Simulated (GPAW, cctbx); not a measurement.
# HfCr3: the scripts behind a bonding study

Short scripts, each with its output. The start was made by putting kin elements into a known structure type; the compound need not exist, or be stable, in this form.

### 1. Build the all-electron density and subtract free atoms

```text
cell
1.0
     4.851448860    0.000000000    0.000000000
     0.000000000    4.851448860    0.000000000
     0.000000000    0.000000000    4.851448860
Hf Cr
2 6
Direct
0.500000000 0.500000000 0.500000000
0.000000000 0.000000000 0.000000000
0.000000000 0.500000000 0.250000000
0.000000000 0.500000000 0.750000000
0.500000000 0.250000000 0.000000000
0.750000000 0.000000000 0.500000000
0.500000000 0.750000000 0.000000000
0.250000000 0.000000000 0.500000000
```

```python
import numpy as np
from ase.io import read
from ase.units import Bohr
from gpaw import GPAW, PW, FermiDirac
from gpaw.calculator import GPAW as OldGPAW
from gpaw.mpi import serial_comm, world
from scipy.special import erfc
from scipy.spatial import cKDTree

atoms = read("cell.vasp")
atoms.set_initial_magnetic_moments([0, 0, 3, 3, 3, 3, 3, 3])
atoms.calc = GPAW(mode=PW(450), xc="PBE", kpts={"size": (5, 5, 5), "gamma": True},
                 occupations=FermiDirac(0.1), maxiter=120, symmetry={"tolerance": 1e-5}, txt="scf.txt")
atoms.get_potential_energy()
rho = atoms.calc.get_all_electron_density(gridrefinement=2)
moments = atoms.get_magnetic_moments() if atoms.calc.get_number_of_spins() == 2 else np.zeros(len(atoms))
total = atoms.get_magnetic_moment() if moments.any() else 0.0
if world.rank == 0:
    free = OldGPAW(mode=PW(450), xc="PBE", txt=None, communicator=serial_comm)
    neutral = atoms.copy()
    neutral.set_initial_magnetic_moments(None)
    free.initialize(neutral)
    free.set_positions(neutral)
    drho = rho - free.get_all_electron_density(gridrefinement=2)
    # GPAW starts from confined atoms: exchange their smooth part for that of the datasets' free atoms
    h = np.stack(np.meshgrid(*[np.fft.fftfreq(n, 1 / n) for n in drho.shape], indexing="ij"), -1)
    gabs = np.linalg.norm(h @ atoms.cell.reciprocal(), axis=-1)
    tails = np.fft.fftn(free.get_pseudo_density(gridrefinement=2))
    g, form, v0 = np.linspace(0, gabs.max(), 1500), {}, 0
    for e in set(atoms.symbols):
        idx = atoms.symbols.search(e)
        d = free.setups[idx[0]].data
        r, w = d.rgd.r_g * Bohr, d.rgd.r_g**2 * d.rgd.dr_g
        j0 = np.sinc(2 * g[:, None] * r)
        smooth = sum(f * p**2 for f, p in zip(d.f_j, d.phit_jg)) + np.sqrt(4 * np.pi) * d.nct_g
        full = sum(f * p**2 for f, p in zip(d.f_j, d.phi_jg)) + np.sqrt(4 * np.pi) * d.nc_g
        phase = sum(np.exp(-2j * np.pi * h @ s) for s in atoms.get_scaled_positions()[idx])
        tails -= np.interp(gabs, g, j0 @ (smooth * w)) * phase * drho.size / atoms.get_volume()
        form[e] = j0 @ (full * w)
        v0 += 2 * np.pi / 3 * 14.3996 * (full * w * r**2).sum() * len(idx)  # V A^3
    tails *= 0.5 * erfc((gabs - 1.8) / 0.25)  # the tails differ at long wavelengths alone
    drho += np.fft.ifftn(tails).real  # crystal minus superposed spherical free atoms
    np.save("drho.npy", drho)
    dv = atoms.get_volume() / drho.size
    print("grid", drho.shape, " electrons %.3f" % (rho.sum() * dv), " moved by bonding %.3f e" % (abs(drho).sum() * dv / 2))
    pts = np.indices(drho.shape).reshape(3, -1).T / drho.shape @ atoms.cell
    shifts = (np.indices((3, 3, 3)).reshape(3, -1).T - 1) @ atoms.cell
    images = (atoms.positions[None] + shifts[:, None]).reshape(-1, 3)
    dist, idx = cKDTree(images).query(pts, k=4)
    out = drho.ravel()[dist[:, 0] > 0.5]
    print("deformation density beyond 0.5 A of the nuclei: max %.3f, min %.3f e/A^3" % (out.max(), out.min()))
    tie = dist < dist[:, :1] + 1e-4
    q = -np.bincount((idx % len(atoms))[tie], (drho.ravel()[:, None] / tie.sum(1, keepdims=True) * tie)[tie], len(atoms)) * dv
    print("atom        x       y       z   Voronoi charge  moment")
    for a, s, c, m in zip(atoms, atoms.get_scaled_positions(), q, moments):
        print("%-2s%-3d %7.4f %7.4f %7.4f %10.3f %10.2f" % (a.symbol, a.index + 1, *s, c, m))
    np.savez("free.npz", g=g, **form)
    print("mean inner potential of superposed free atoms %.3f V" % (v0 / atoms.get_volume()))
    print("total magnetic moment %.3f muB" % total)
```

```console
$ OMP_NUM_THREADS=1 mpirun -n 4 gpaw python run.py > gpaw.log
```

```text
grid (48, 48, 48)  electrons 288.000  moved by bonding 2.792 e
deformation density beyond 0.5 A of the nuclei: max 0.144, min -0.360 e/A^3
atom        x       y       z   Voronoi charge  moment
Hf1    0.5000  0.5000  0.5000      0.023       0.00
Hf2    0.0000  0.0000  0.0000      0.023       0.00
Cr3    0.0000  0.5000  0.2500     -0.008       0.00
Cr4    0.0000  0.5000  0.7500     -0.008       0.00
Cr5    0.5000  0.2500  0.0000     -0.008       0.00
Cr6    0.7500  0.0000  0.5000     -0.008       0.00
Cr7    0.5000  0.7500  0.0000     -0.008       0.00
Cr8    0.2500  0.0000  0.5000     -0.008       0.00
mean inner potential of superposed free atoms 28.405 V
total magnetic moment 0.000 muB
```

Time: 29 s on 4 cores of Intel(R) Xeon(R) Platinum 8488C (Sapphire Rapids) (shared host), peak memory 0.91 GiB.

### 2. Fourier-transform the difference

```python
from cctbx import adptbx, crystal, miller, xray
from cctbx.eltbx import tiny_pse
import numpy as np

cs = crystal.symmetry(unit_cell=(4.8514, 4.8514, 4.8514, 90, 90, 90), space_group_symbol='Hall: -P 4n 2 3')  # Pm-3n
atoms = [  # label, site, U (iso, or U11 U22 U33 U12 U13 U23 in A^2), occupancy
    ("Hf1", (0.5, 0.5, 0.5), 0.0000, 1),
    ("Cr1", (0, 0.5, 0.25), 0.0000, 1),
]
xs = xray.structure(crystal_symmetry=cs)
for label, site, u, occ in atoms:
    u = adptbx.u_cif_as_u_star(cs.unit_cell(), u) if isinstance(u, tuple) else u
    xs.add_scatterer(xray.scatterer(label, site=site, u=u, occupancy=occ))
xs.scattering_type_registry(table="wk1995")
drho = np.load("drho.npy")
T = np.array([[1, 0, 0], [0, 1, 0], [0, 0, 1]])  # conventional axes in terms of the primitive ones
dF = np.fft.ifftn(drho) * 114.18640  # electrons a conventional cell, indexed by primitive hkl
ms = miller.build_set(cs, anomalous_flag=False, d_min=0.9).sort("resolution")
iam = ms.structure_factors_from_scatterers(xs, algorithm="direct").f_calc()
p1 = xs.expand_to_p1()
z = np.array([tiny_pse.table(sc.scattering_type).atomic_number() for sc in p1.scatterers()])
x = np.array(p1.sites_frac())
free = np.load("free.npz")
print("static structure factors of the conventional cell: F in electrons, V (Mott-Bethe) in volts")
print("   h  k  l      d  |F| table  |F| free   |F| DFT   change   |V| free  |V| DFT  change %")
for h, d, table in list(zip(ms.indices(), ms.d_spacings().data(), iam.data()))[:16]:
    df = dF[tuple(np.rint(np.linalg.solve(T, h)).astype(int))]
    phase = np.exp(2j * np.pi * x @ h)
    f = sum(np.interp(1 / d, free["g"], free[sc.scattering_type]) * p for sc, p in zip(p1.scatterers(), phase))
    fz = (z * phase).sum()
    c = 14.3996 * d * d / (np.pi * cs.unit_cell().volume())
    v0, v1 = abs(fz - f) * c, abs(fz - f - df) * c
    print("%4d%3d%3d %7.4f %9.3f %9.3f %9.3f %8.3f %9.3f %8.3f %8s" % (h + (d, abs(table), abs(f), abs(f + df), abs(f + df) - abs(f), v0, v1, "%.1f" % (100 * (v1 / v0 - 1)) if v0 > 0.02 else "-")))
```

```console
$ python run.py
```

```text
static structure factors of the conventional cell: F in electrons, V (Mott-Bethe) in volts
   h  k  l      d  |F| table  |F| free   |F| DFT   change   |V| free  |V| DFT  change %
   0  1  1  3.4305    88.845    89.015    89.220    0.205     3.300    3.203     -2.9
   0  2  0  2.4257   156.988   156.593   156.013   -0.580     8.363    8.500      1.6
   0  2  1  2.1696    68.872    68.479    67.329   -1.150     5.200    5.418      4.2
   1  2  1  1.9806   147.556   147.137   146.424   -0.713     7.064    7.177      1.6
   0  2  2  1.7152    78.869    78.690    79.223    0.533     2.044    1.981     -3.1
   0  3  1  1.5341    76.357    76.160    76.519    0.359     1.874    1.841     -1.8
   2  2  2  1.4005    20.786    20.587    21.228    0.641     1.621    1.671      3.1
   0  3  2  1.3455    51.743    51.778    51.568   -0.210     3.214    3.229      0.5
   1  3  2  1.2966   122.293   122.170   122.101   -0.069     4.712    4.717      0.1
   0  4  0  1.2129   165.593   165.591   165.866    0.275     7.228    7.212     -0.2
   0  4  1  1.1766     0.000     0.000     0.000    0.000     0.000    0.000        -
   0  3  3  1.1435    68.284    68.108    68.192    0.084     1.464    1.460     -0.3
   1  4  1  1.1435    68.284    68.108    68.076   -0.032     1.464    1.466      0.1
   0  4  2  1.0848   110.253   110.193   110.198    0.005     3.865    3.864     -0.0
   1  4  2  1.0587    42.728    42.861    42.819   -0.042     2.391    2.393      0.1
   2  3  3  1.0343   107.011   106.951   106.803   -0.147     3.652    3.659      0.2
```

Time: 0.22 s on 1 core of Intel(R) Xeon(R) Platinum 8488C (Sapphire Rapids) (shared host), peak memory 0.08 GiB.

[Outputs are excerpts: Python notices, other lines and further rows are left out; steps that failed or that the build refused (PBEsol, TPSS) are not shown.]

[Logs are printed without paths, hosts, clocks, repeated set-up lines and the standing remarks that a program may print on its own settings, such as how far it seeks lower states.]
